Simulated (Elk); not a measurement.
An input for Elk 11.2.3 (patched build) (Diamond (Fd-3m, 2 atoms a cell)):

```
tasks
  0

xctype
  20

rgkmax
  8.5

gmaxvr
  18.0

lmaxapw
  10

lmaxo
  8

nxlo
  2

lorbcnd
  .true.

autolinengy
  .true.

tshift
  .false.

ngridk
  8 8 8

swidth
  0.0005

maxscl
  80

vkloff
  0.05 0.15 0.25

nempty
  10

sppath
  './'

avec
  -0.0000000000 3.3700808789 3.3700808789
  3.3700808789 -0.0000000000 3.3700808789
  3.3700808789 3.3700808789 0.0000000000

atoms
  1
  'C.in'
  2
  0.0000000000 0.0000000000 0.0000000000
  0.2500000000 0.2500000000 0.2500000000
```

```sh
OMP_NUM_THREADS=4 elk > log
```

**Question.** How long will it take on 4 threads of Arm Neoverse V1, shared host, and how much memory?

It took 3.8 min; on shared hardware allow 1.9 min to 7.7 min. Peak host memory was 0.21 GiB.

[Paths, hosts, dates, memory and timing lines, banners, echoed tables and standing remarks are left out of the program output.]

[Logs are printed without paths, hosts, clocks, repeated set-up lines and the standing remarks that a program may print on its own settings, such as how far it seeks lower states.]

[Runs of the session that timed out or met a known fault of the program may be left out.]

[Hosts, paths, dates, database ids (printed as entryN), source tags and the programs' standing remarks are cut or masked in the printed files.]
